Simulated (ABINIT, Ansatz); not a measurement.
# Converging GW for MoS2 (P6_3/mmc) in ABINIT

Aim: raise bands and screening cutoff together for MoS2 (P6_3/mmc) and follow gap and time.

Program: ABINIT 10.8.3. Level of theory: PBE and many-body steps on it, plane waves. Results are calculated unless marked as measured.

The database entry behind the starting cell differs from later determinations by our own check (about 0.3 % long), so it need not match the best structure at ambient conditions.

## 1. Starting point

Symmetry: P6_3/mmc, No. 194, hexagonal system. The conventional cell has a = 3.169 Å, b = 3.169 Å, c = 12.324 Å, α = 90.00°, β = 90.00°, γ = 120.00°. Nearest to Mo lie 6 S at 2.41 Å. Nearest to S lie 3 Mo at 2.41 Å. Farther neighbours and most contacts between anions are not listed.

The cell and positions come from the Crystallography Open Database and are kept as given unless a step says otherwise.

## 2. Empty states on the mesh, 6×6×1 mesh, 618 bands

This step: ABINIT 10.8.3; DFT, PBE, plane waves, norm-conserving pseudopotentials.

The sums over transitions need many empty states on a uniform mesh; this step solves for them.

The input, run.abi:

```
acell 3*1.0 Angstrom
rprim 
  3.169000000004 -0.000000000001 0.000000000000
  -1.584500000001 2.744434504597 0.000000000000
  0.000000000000 0.000000000000 12.324000000000
ntypat 2
znucl 42 16
natom 6
typat 1 1 2 2 2 2
xred 
  0.333333333333 0.666666666667 0.250000000000
  0.666666666667 0.333333333333 0.750000000000
  0.333333333333 0.666666666667 0.623000000000
  0.666666666667 0.333333333333 0.123000000000
  0.333333333333 0.666666666667 0.877000000000
  0.666666666667 0.333333333333 0.377000000000
pp_dirpath "pseudos"
pseudos "Mo.upf, S.upf"
ecut 36
ngkpt 6 6 1
nshiftk 1
shiftk 0 0 0
kptopt 1
chksymbreak 0
iscf -2
irdden 1
istwfk *1
nband 618
nbdbuf 56
tolwfr 1e-09
nstep 60
prtvol 0
indata_prefix "in"
outdata_prefix "out"
tmpdata_prefix "tmp"
```

On the command line:

```bash
$ OMP_NUM_THREADS=1 mpirun -n 4 abinit run.abi > log
```

Numbers of over 12 decimals in the logs are rounded to 6 here.

Log:

```text
.Version 10.8.3 of ABINIT. v10.8.2 released Aug 2026.

 Symmetries : space group P6_3/m m c (#194); Bravais hP (primitive hexag.)
[... echo of the input left out ...]
== DATASET  1 ==================================================================
-   mpi_nproc: 4, omp_nthreads: 1 (-1 if OMP is not activated)

--- !DatasetInfo
iteration_state: {dtset: 1, }
dimensions: {natom: 6, nkpt: 7, mband: 618, nsppol: 1, nspinor: 1, nspden: 1, mpw: 7481, }
cutoff_energies: {ecut:  36.0, pawecutdg:  -1.0, }
[...]
6.25738    6.25741    6.26430    6.26441    6.27355    6.27359    6.27659    6.27678
   6.28332    6.28599    6.29871    6.29936    6.30005    6.36079    6.36631    6.36770
   6.37580    6.37761
 prteigrs : prtvol=0 or 1, do not print more k-points.

== END DATASET(S) ==============================================================
================================================================================

 -outvars: echo values of variables after computation  --------
            nband         618
             nkpt           7
          spgroup         194
 [... the other variables as echoed above ...]

 Calculation completed.
```

The job ended after 12 min (4 MPI ranks of Arm Neoverse V2, shared host; peak memory 0.98 GiB; 48 min of CPU time).

Numbers from this step:

```
gap                                                           : 0.8887 eV
k of the valence top                                          : 0, 0, 0
k of the conduction bottom                                    : 0.1667, 0.1667, 0
least direct gap                                              : 1.654 eV
k points computed                                             : 7
lowest point of the top converged band, above the valence top : 153.8866 eV
```

On this mesh the gap is 0.889 eV.

The density comes from a self-consistent run that is not shown.

## 3. Screening, 6×6×1 mesh, 93 bands, screening to 95.2 eV

The RPA dielectric matrix is built and inverted for each q.

This step: RPA screening on PBE, plane waves, norm-conserving pseudopotentials.

run.abi: that of step 2 with these lines changed.

```diff
@@ -24,10 +24,11 @@
 chksymbreak 0
-iscf -2
-irdden 1
 istwfk *1
-nband 618
-nbdbuf 56
-tolwfr 1e-09
-nstep 60
-prtvol 0
+occopt 1
+irdwfk 1
+optdriver 3
+nband 93
+ecuteps 3.5
+inclvkb 2
+awtr 1
+symchi 1
 indata_prefix "in"
```

Log:

```text
.Version 10.8.3 of ABINIT. v10.8.2 released Aug 2026.

 Symmetries : space group P6_3/m m c (#194); Bravais hP (primitive hexag.)
[... echo of the input left out ...]
== DATASET  1 ==================================================================
-   mpi_nproc: 4, omp_nthreads: 1 (-1 if OMP is not activated)

--- !DatasetInfo
iteration_state: {dtset: 1, }
dimensions: {natom: 6, nkpt: 7, mband: 93, nsppol: 1, nspinor: 1, nspden: 1, mpw: 7481, }
cutoff_energies: {ecut:  36.0, pawecutdg:  -1.0, }
electrons: {nelect:   5.20000000E+01, charge:   0.00000000E+00, occopt:   1.00000000E+00, tsmear:   1.00000000E-02, }

 SCREENING: Calculation of the susceptibility and dielectric matrices

 Based on a program developped by R.W. Godby, V. Olevano, G. Onida, and L. Reining.
 Incorporated in ABINIT by V. Olevano, G.-M. Rignanese, and M. Torrent.
.Using double precision arithmetic ; gwpc =  8

[... cell and pseudopotentials left out ...]
--------------------------------------------------------------------------------

 ==== K-mesh for the wavefunctions ====
 Number of points in the irreducible wedge :     7
[... list of points left out ...]
 Together with 24 symmetry operations and time-reversal symmetry
 yields    36 points in the full Brillouin Zone.

 ==== Q-mesh for the screening function ====
 Number of points in the irreducible wedge :     7
[... list of points left out ...]
 Together with 24 symmetry operations and time-reversal symmetry
 yields    36 points in the full Brillouin Zone.

 setmesh: FFT mesh size selected  =    24x   24x   90
          total number of points  =        51840

 vcoul_init : cutoff-mode = AUXILIARY_FUNCTION
 q-points for optical limit:   1
     1)      0.000010    0.000020    0.000030

- screening: taking advantage of time-reversal symmetry
- Maximum band index for partially occupied states nbvw = 26
- Remaining bands to be divided among processors   nbcw = 67
- Number of bands treated by each node ~16

 Number of electrons calculated from density =   52.0000; Expected =   52.0000
 average of density, n =  0.071892
 r_s =    1.4919
 omega_plasma =   25.8640 [eV]

 calculating chi0 at frequencies [eV] :
  1    0.000000E+00    0.000000E+00
  2    0.000000E+00    2.586399E+01

--------------------------------------------------------------------------------
  q-point number  1        q = ( 0.000000, 0.000000, 0.000000) [r.l.u.]
--------------------------------------------------------------------------------
[... chi0 elements left out ...]
 For q-point:  0.000010 0.000020 0.000030
  dielectric constant =  14.7752
  dielectric constant without local fields =  16.2759

  Average fulfillment of the sum rule on Im[epsilon] for q-point    1 :     66.81  [%]
[... wings left out ...]
  q-point number  2        q = ( 0.166667, 0.000000, 0.000000) [r.l.u.]
--------------------------------------------------------------------------------
[... chi0 elements left out ...]
  Average fulfillment of the sum rule on Im[epsilon] for q-point    2 :     70.71  [%]

 [... 5 further q-points ...]
```

Wall time 78 s (4 MPI ranks); peak memory 1.6 GiB; 5.2 min of CPU time.

This step gave:

| Property | Result |
| --- | --- |
| ε∞ with local fields, on this mesh, along the program's q direction | 14.78 |
| the same without local fields | 16.28 |
| plasma frequency | 25.86 eV |
| plane waves in the screening matrix | 229 |

Local fields lower ε∞ by 9 %. On a Γ-centred mesh this coarse the value itself is usually too large, while a short band sum pulls it down.

## 4. 93 bands, 95.2 eV

The self-energy is evaluated for the states that the input lists, and the levels follow from it, in one-shot runs by the linearised quasiparticle equation.

This step: G0W0 on PBE, plane waves, norm-conserving pseudopotentials.

run.abi: that of step 3 with these lines changed.

```diff
@@ -27,8 +27,19 @@
 irdwfk 1
-optdriver 3
+optdriver 4
 nband 93
+gwcalctyp 0
+ecutsigx 36
+symsigma 1
+nkptgw 3
+kptgw 
+  0.0000000000 0.0000000000 0.0000000000
+  0.1666666667 0.1666666667 0.0000000000
+  0.3333333333 0.3333333333 0.0000000000
+bdgw 
+  25 28
+  25 28
+  25 28
 ecuteps 3.5
-inclvkb 2
-awtr 1
-symchi 1
+irdscr 1
+ppmodel 1
 indata_prefix "in"
```

Log:

```text
.Version 10.8.3 of ABINIT. v10.8.2 released Aug 2026.

 Symmetries : space group P6_3/m m c (#194); Bravais hP (primitive hexag.)
[... echo of the input left out ...]
== DATASET  1 ==================================================================
-   mpi_nproc: 4, omp_nthreads: 1 (-1 if OMP is not activated)

--- !DatasetInfo
iteration_state: {dtset: 1, }
dimensions: {natom: 6, nkpt: 7, mband: 93, nsppol: 1, nspinor: 1, nspden: 1, mpw: 7481, }
cutoff_energies: {ecut:  36.0, pawecutdg:  -1.0, }
electrons: {nelect:   5.20000000E+01, charge:   0.00000000E+00, occopt:   1.00000000E+00, tsmear:   1.00000000E-02, }

 SIGMA: Calculation of the GW corrections

 Based on a program developped by R.W. Godby, V. Olevano, G. Onida, and L. Reining.
 Incorporated in ABINIT by V. Olevano, G.-M. Rignanese, and M. Torrent.
.Using double precision arithmetic ; gwpc =  8

[... cell and pseudopotentials left out ...]
--------------------------------------------------------------------------------

 ==== K-mesh for the wavefunctions ====
 Number of points in the irreducible wedge :     7
[... list of points left out ...]
 Together with 24 symmetry operations and time-reversal symmetry
 yields    36 points in the full Brillouin Zone.

 ==== Q-mesh for screening function ====
 Number of points in the irreducible wedge :     7
[... list of points left out ...]
 Together with 24 symmetry operations and time-reversal symmetry
 yields    36 points in the full Brillouin Zone.

 vcoul_init : cutoff-mode = AUXILIARY_FUNCTION
 q-points for optical limit:   1
     1)      0.000010    0.000020    0.000030
 setmesh: FFT mesh size selected  =    32x   32x  128
          total number of points  =       131072

 Number of electrons calculated from density =   52.0000; Expected =   52.0000
 average of density, n =  0.071892
 r_s =    1.4919
 omega_plasma =   25.8640 [eV]

 === KS Band Gaps ===
  >>>> For spin  1
   Minimum direct gap =   1.6539 [eV], located at k-point      :   0.3333  0.3333  0.0000
   Fundamental gap    =   0.8888 [eV], Top of valence bands at :   0.0000  0.0000  0.0000
                                       Bottom of conduction at :   0.1667  0.1667  0.0000
 SIGMA fundamental parameters:
 PLASMON POLE MODEL  1
 number of plane-waves for SigmaX                 7437
 number of plane-waves for SigmaC and W            229
 number of plane-waves for wavefunctions          7437
 number of bands                                    93
 number of independent spin polarizations            1
 number of spinorial components                      1
 number of k-points in IBZ                           7
 number of q-points in IBZ                           7
 number of symmetry operations                      24
 number of k-points in BZ                           36
 number of q-points in BZ                           36
 number of frequencies for dSigma/dE                 9
 frequency step for dSigma/dE [eV]                0.25
 number of omega for Sigma on real axis              0
 max omega for Sigma on real axis  [eV]           0.00
 zcut for avoiding poles [eV]                     0.10

 EPSILON^-1 parameters (SCR file):
 dimension of the eps^-1 matrix on file            229
 dimension of the eps^-1 matrix used               229
 number of plane-waves for wavefunctions          7437
 number of bands                                    93
 number of q-points in IBZ                           7
 number of frequencies                               2
 number of real frequencies                          1
 number of imag frequencies                          1

 matrix elements of self-energy operator (all in [eV])

 Perturbative Calculation

--- !SelfEnergy_ee
iteration_state: {dtset: 1, }
kpoint     : [   0.000,    0.000,    0.000, ]
spin       : 1
KS_gap     :    2.100
QP_gap     :    2.487
Delta_QP_KS:    0.388
data: !SigmaeeData |
     Band     E0 <VxcDFT>   SigX SigC(E0)      Z dSigC/dE  Sig(E)    E-E0       E
       25   7.290 -15.411 -16.658   1.854   0.780  -0.283 -14.937   0.473   7.763
       26   8.434 -16.391 -17.086   1.439   0.778  -0.285 -15.812   0.579   9.013
       27  10.534 -15.683 -11.194  -3.253   0.782  -0.279 -14.716   0.966  11.500
       28  10.534 -15.683 -11.194  -3.253   0.782  -0.279 -14.716   0.966  11.500

--- !SelfEnergy_ee
iteration_state: {dtset: 1, }
kpoint     : [   0.167,    0.167,    0.000, ]
spin       : 1
KS_gap     :    2.343
QP_gap     :    2.658
Delta_QP_KS:    0.315
data: !SigmaeeData |
     Band     E0 <VxcDFT>   SigX SigC(E0)      Z dSigC/dE  Sig(E)    E-E0       E
       25   6.952 -16.023 -17.484   2.136   0.776  -0.289 -15.500   0.523   7.475
       26   6.980 -16.154 -17.551   2.109   0.775  -0.290 -15.602   0.551   7.531
[...]
--- !SelfEnergy_ee
iteration_state: {dtset: 1, }
kpoint     : [   0.333,    0.333,    0.000, ]
spin       : 1
KS_gap     :    1.654
QP_gap     :    2.167
Delta_QP_KS:    0.513
data: !SigmaeeData |
     Band     E0 <VxcDFT>   SigX SigC(E0)      Z dSigC/dE  Sig(E)    E-E0       E
[...]
26   7.832 -16.516 -17.090   1.401   0.779  -0.283 -15.872   0.644   8.477
       27   9.486 -17.609 -13.378  -2.744   0.779  -0.284 -16.451   1.158  10.644
       28   9.486 -17.609 -13.378  -2.744   0.779  -0.284 -16.451   1.158  10.644

== END DATASET(S) ==============================================================
================================================================================

 -outvars: echo values of variables after computation  --------
           etotal      0.0000000000E+00
            nband          93
             nkpt           7
          spgroup         194
 [... the other variables as echoed above ...]

 Calculation completed.
```

Run time: 15 s. Hardware: 4 MPI ranks; peak memory 1.1 GiB; 60 s of CPU time.

This step gave:

| Property | Result |
| --- | --- |
| G0W0 gap on the points computed | 1.177 eV |
| starting gap on the mesh | 0.8887 eV |
| k of the valence top | 0, 0, 0 |
| k of the conduction bottom | 0.1667, 0.1667, 0 |
| Z at the valence top | 0.778 |
| Z at the conduction bottom | 0.786 |
| least direct G0W0 gap on the computed points | 2.167 eV |

The gap on the mesh goes from 0.89 eV to 1.18 eV, a correction of +0.29 eV.

## 5. Screening, 6×6×1 mesh, 244 bands, screening to 176.9 eV

This step: RPA screening on PBE, plane waves, norm-conserving pseudopotentials.

run.abi: that of step 4 with these lines changed.

```diff
@@ -27,19 +27,8 @@
 irdwfk 1
-optdriver 4
-nband 93
-gwcalctyp 0
-ecutsigx 36
-symsigma 1
-nkptgw 3
-kptgw 
-  0.0000000000 0.0000000000 0.0000000000
-  0.1666666667 0.1666666667 0.0000000000
-  0.3333333333 0.3333333333 0.0000000000
-bdgw 
-  25 28
-  25 28
-  25 28
-ecuteps 3.5
-irdscr 1
-ppmodel 1
+optdriver 3
+nband 244
+ecuteps 6.5
+inclvkb 2
+awtr 1
+symchi 1
 indata_prefix "in"
```

Log:

```text
.Version 10.8.3 of ABINIT. v10.8.2 released Aug 2026.

 Symmetries : space group P6_3/m m c (#194); Bravais hP (primitive hexag.)
[... echo of the input left out ...]
== DATASET  1 ==================================================================
-   mpi_nproc: 4, omp_nthreads: 1 (-1 if OMP is not activated)

--- !DatasetInfo
iteration_state: {dtset: 1, }
dimensions: {natom: 6, nkpt: 7, mband: 244, nsppol: 1, nspinor: 1, nspden: 1, mpw: 7481, }
cutoff_energies: {ecut:  36.0, pawecutdg:  -1.0, }
electrons: {nelect:   5.20000000E+01, charge:   0.00000000E+00, occopt:   1.00000000E+00, tsmear:   1.00000000E-02, }

 SCREENING: Calculation of the susceptibility and dielectric matrices

 Based on a program developped by R.W. Godby, V. Olevano, G. Onida, and L. Reining.
 Incorporated in ABINIT by V. Olevano, G.-M. Rignanese, and M. Torrent.
.Using double precision arithmetic ; gwpc =  8

[... cell and pseudopotentials left out ...]
--------------------------------------------------------------------------------

 ==== K-mesh for the wavefunctions ====
 Number of points in the irreducible wedge :     7
[... list of points left out ...]
 Together with 24 symmetry operations and time-reversal symmetry
 yields    36 points in the full Brillouin Zone.

 ==== Q-mesh for the screening function ====
 Number of points in the irreducible wedge :     7
[... list of points left out ...]
 Together with 24 symmetry operations and time-reversal symmetry
 yields    36 points in the full Brillouin Zone.

 setmesh: FFT mesh size selected  =    20x   20x   90
          total number of points  =        36000

 vcoul_init : cutoff-mode = AUXILIARY_FUNCTION
 q-points for optical limit:   1
     1)      0.000010    0.000020    0.000030

- screening: taking advantage of time-reversal symmetry
- Maximum band index for partially occupied states nbvw = 26
- Remaining bands to be divided among processors   nbcw = 218
- Number of bands treated by each node ~54

 Number of electrons calculated from density =   52.0000; Expected =   52.0000
 average of density, n =  0.071892
 r_s =    1.4919
 omega_plasma =   25.8640 [eV]

 calculating chi0 at frequencies [eV] :
  1    0.000000E+00    0.000000E+00
  2    0.000000E+00    2.586399E+01

--------------------------------------------------------------------------------
  q-point number  1        q = ( 0.000000, 0.000000, 0.000000) [r.l.u.]
--------------------------------------------------------------------------------
[... chi0 elements left out ...]
 For q-point:  0.000010 0.000020 0.000030
  dielectric constant =  14.4560
  dielectric constant without local fields =  16.2976

  Average fulfillment of the sum rule on Im[epsilon] for q-point    1 :     83.54  [%]
[... wings left out ...]
  q-point number  2        q = ( 0.166667, 0.000000, 0.000000) [r.l.u.]
--------------------------------------------------------------------------------
[... chi0 elements left out ...]
  Average fulfillment of the sum rule on Im[epsilon] for q-point    2 :     85.18  [%]

 [... 5 further q-points ...]
```

Run time: 5 min. Hardware: 4 MPI ranks; peak memory 2.1 GiB.

Numbers from this step:

```
ε∞ with local fields, on this mesh, along the program's q direction : 14.46
the same without local fields                                       : 16.30
plasma frequency                                                    : 25.86 eV
plane waves in the screening matrix                                 : 573
```

(Part 1 of 2 ends here.)

[Paths, hosts, dates, memory and timing lines, banners, echoed tables and standing remarks are left out of the program output.]

[Logs are printed without paths, hosts, clocks, repeated set-up lines and the standing remarks that a program may print on its own settings, such as how far it seeks lower states.]

[Runs of the session that timed out or met a known fault of the program may be left out.]

[Hosts, paths, dates, database ids (printed as entryN), source tags and the programs' standing remarks are cut or masked in the printed files.]

[G0W0 gaps are taken among the corrected bands and points alone; a level outside them can change the order at an edge.]

[Where Ansatz stands beside ABINIT at settings called matched, ABINIT's density can come from a denser mesh and the files from another edition; pairs whose starting gaps differed by over 0.03 eV were left out, so agreement reads better than it is.]
